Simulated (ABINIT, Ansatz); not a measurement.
Entries from a set of simulations; values are calculated unless marked as measured.

```
! title: Quasiparticle gap of NaAsF6 (R-3) in ABINIT
! method: RPA screening on PBEsol, plane waves, norm-conserving pseudopotentials (and 2 further levels or steps)
! program: ABINIT 10.8.3
! settings: cutoff 44 Ha, PseudoDojo scalar-relativistic 0.4 stringent, norm-conserving, ngkpt (2, 2, 2), nband 209, ecuteps 6.5 Ha, inclvkb 2, shiftk (0, 0, 0), symchi 1, awtr 1, frequency ppm, 2×2×2 k-mesh
! cost: 5 runs, 9.9 min in all on 4 MPI ranks of Arm Neoverse V1, shared host
! notes: The cell and positions are those that the Materials Project relaxed with its own functionals (PBE, PBE+U or r2SCAN), kept fixed. Limits: no spin-orbit coupling. The 2×2×2 mesh is coarse for this cell, which bears on the long-range parts of exchange and screening.
! PBEsol gap: 5.62 eV, indirect
! G0W0 gap on the mesh: 10.46 eV
! GW settings: 2×2×2 mesh, 209 bands, screening to 176.9 eV, Godby-Needs plasmon pole
! known limits: short of the basis limit; no spin-orbit coupling; coarse k mesh
CELL_PARAMETERS angstrom
2.54832 1.47127 4.70729
-2.54832 1.47127 4.70729
0.00000 -2.94254 4.70729
ATOMIC_POSITIONS crystal
Na 0.50000 0.50000 0.50000
As 0.00000 0.00000 0.00000
F 0.34813 0.07607 0.79001
F 0.79001 0.34813 0.07607
F 0.07607 0.79001 0.34813
F 0.65187 0.92393 0.20999
F 0.20999 0.65187 0.92393
F 0.92393 0.20999 0.65187
```

[Long decimals in the printed logs are rounded to 6 places.]

[Logs are printed without paths, hosts, clocks, repeated set-up lines and the standing remarks that a program may print on its own settings, such as how far it seeks lower states.]

[Paths, hosts, dates, memory and timing lines, banners, echoed tables and standing remarks are left out of the program output; an Ansatz launch command may be rebuilt from the run's recorded settings. Measured values are a selection of at most five: reports struck by readers or far from the other reports are left out. None is set beside runs whose start may be inverted or whose files or cutoffs have a known fault.]

[Runs of the session that timed out or met a known fault of the program may be left out.]

[Hosts, paths, dates, database ids (printed as entryN), source tags and the programs' standing remarks are cut or masked in the printed files.]

[G0W0 gaps are taken among the corrected bands and points alone; a level outside them can change the order at an edge.]

[Where Ansatz stands beside ABINIT at settings called matched, ABINIT's density can come from a denser mesh and the files from another edition; pairs whose starting gaps differed by over 0.03 eV were left out, so agreement reads better than it is.]
